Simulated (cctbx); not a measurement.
## Diagnosing a refinement

Cell a = 3.7550 Å, b = 3.7550 Å, c = 7.3060 Å, α = 90.00°, β = 90.00°, γ = 90.00°; space group P4/nmm (no. 129, origin choice 1). The compound is TbBeSi.

Simulated single-crystal data (cctbx): Mo Kα, λ = 0.71073 Å, to d = 0.8 Å, 70 % of the full sphere, strongest reflection 20000 counts, noise from counting, a 6 % proportional error and a noise floor of 2 counts (s.d.); no absorption.

An anisotropic refinement with weights 1/σ² prints:

```text
Rint 0.043, 84 unique reflections to 0.80 A
cycle     R1     wR2    GooF  max shift (A)
   1  0.0410  0.1004   3.716   0.00117
   2  0.0400  0.0971   3.597   0.00000
final R1 0.0400 wR2 0.0971 GooF 3.597  parameters 6  data/parameter 14.0
atom        x        y        z      Ueq    occ   su(xyz)  su(Uiso or U11)
Tb1    0.50000  0.00000  0.67099   0.0094  1.000  0.00013  0.0007
Si1    0.50000  0.00000  0.18438   0.0110  1.000  0.00087  0.0025
difference map: max 9.48 min -1.22 rms 0.54
Q1    0.0000  0.0000  0.0000    2    9.48  2.31 A from Si1
Q2    0.0000  0.5000  0.3358    2    2.63  0.05 A from Tb1
Q3    0.0000  0.0000  0.1446    4    0.77  1.90 A from Si1
Q4    0.0841  0.2559  0.9047   16    0.74  1.17 A from Si1
Q5    0.0000  0.5000  0.1020    2    0.69  1.66 A from Tb1
Q6    0.0000  0.5000  0.5559    2    0.63  1.66 A from Tb1
```

**Question.** Can this result stand? If not, what is the likely fault?

Mend it. The fault: an atom left out, Be at (1/2, 1/2, 0). Against the right model at the same level, R1 goes from 0.0118 to 0.0400 and GooF from 0.90 to 3.60 and the top difference peak, 9.5 e/Å³, lies 2.31 Å from Si1. Q1 is the missing atom. With scattering power missing, scale and phases suffer, so peaks may also grow on the heavy atoms.

The compound is TbBeSi. The right model at the same level gives:

```text
Rint 0.043, 84 unique reflections to 0.80 A
cycle     R1     wR2    GooF  max shift (A)
   1  0.0152  0.0366   1.373   0.00117
   2  0.0118  0.0238   0.895   0.00000
final R1 0.0118 wR2 0.0238 GooF 0.895  parameters 8  data/parameter 10.5
atom        x        y        z      Ueq    occ   su(xyz)  su(Uiso or U11)
Tb1    0.50000  0.00000  0.67089   0.0093  1.000  0.00003  0.0002
Si1    0.50000  0.00000  0.18470   0.0112  1.000  0.00022  0.0006
Be1    0.50000  0.50000  0.00000   0.0120  1.000  0.00000  0.0022
difference map: max 0.49 min -0.72 rms 0.18
Q1    0.0000  0.0000  0.1241    4    0.49  0.91 A from Be1
Q2    0.1663  0.3337  0.4354    8    0.49  1.18 A from Tb1
Q3    0.0934  0.0934  0.5000    8    0.44  2.00 A from Tb1
Q4    0.0000  0.5000  0.5507    2    0.37  1.62 A from Tb1
Q5    0.1527  0.3473  0.9038    8    0.35  1.04 A from Si1
Q6    0.1299  0.1299  0.0000    8    0.30  0.69 A from Be1
```

This is a model crystal, built by substitution and not relaxed, with assumed displacement parameters.

[Middle refinement cycles are left out of these outputs.]

[Logs are printed without paths, hosts, clocks, repeated set-up lines and the standing remarks that a program may print on its own settings, such as how far it seeks lower states.]
